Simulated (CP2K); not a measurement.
Hexafluoroacetone has these distinct C atoms: C2 (bonded to 2 C and O) and C3 (bonded to C and 3 F).

```xyz
10

O     0.1699   -0.3884    1.8844
C     0.0565   -0.1473    0.7078
C     1.2928    0.1487   -0.2079
F     2.3809    0.3963    0.5559
F     1.5142   -0.9250   -1.0194
F     1.0658    1.2115   -1.0230
C    -1.3169   -0.0962   -0.0397
F    -1.6063    1.2086   -0.3096
F    -2.3132   -0.6548    0.6691
F    -1.2439   -0.7534   -1.2175
```

Their partial C K spectra (CP2K XAS_TDP, all-electron GAPW, PBEh(45%), aug-cc-pVDZ, TDA, GW2X-corrected core level, no relativity) are given in random order, each times the number of alike atoms.

Gaussian full width 0.5 eV, oscillator strength per eV, alike atoms added, rows of zeros left out:

```
E (eV)  curve 1  curve 2
288.00    0.000    0.008
288.25    0.000    0.062
288.50    0.000    0.120
288.75    0.000    0.058
289.00    0.000    0.007
294.50    0.004    0.000
294.75    0.035    0.000
295.00    0.074    0.001
295.25    0.039    0.006
295.50    0.005    0.017
295.75    0.000    0.014
296.00    0.000    0.012
296.25    0.000    0.010
296.50    0.000    0.003
296.75    0.014    0.012
297.00    0.131    0.061
297.25    0.296    0.090
297.50    0.167    0.063
297.75    0.025    0.035
298.00    0.032    0.009
298.25    0.236    0.004
298.50    0.509    0.009
298.75    0.324    0.009
299.00    0.060    0.003
299.25    0.003    0.002
299.50    0.001    0.011
299.75    0.012    0.031
300.00    0.042    0.039
300.25    0.048    0.046
300.50    0.039    0.032
300.75    0.026    0.009
301.00    0.022    0.005
301.25    0.014    0.004
301.50    0.004    0.004
301.75    0.009    0.004
302.00    0.015    0.006
302.25    0.009    0.019
```

**Question.** Which curve belongs to which atom?

Curve 1: C3 (bonded to C and 3 F), leading line at 297.27 eV (f = 0.079 an atom), ionisation energy 301.30 eV, term value 4.03 eV. Curve 2: C2 (bonded to 2 C and O), leading line at 288.50 eV (f = 0.064 an atom), ionisation energy 297.88 eV, term value 9.38 eV. The leading line of an atom is its first one with 35 % of the strongest within 2.5 eV of its lowest line over the strength cut. A line lies at the core ionisation energy, which rises as an atom loses charge to its neighbours or to a π system, less the term value, which is large for a low π* or σ* orbital with weight on that atom.

[Banner, clock and machine lines of the logs are left out without a mark of their own.]

[Logs are printed without paths, hosts, clocks, repeated set-up lines and the standing remarks that a program may print on its own settings, such as how far it seeks lower states.]

[Hosts, paths, dates, database ids (printed as entryN), source tags and the programs' standing remarks are cut or masked in the printed files.]
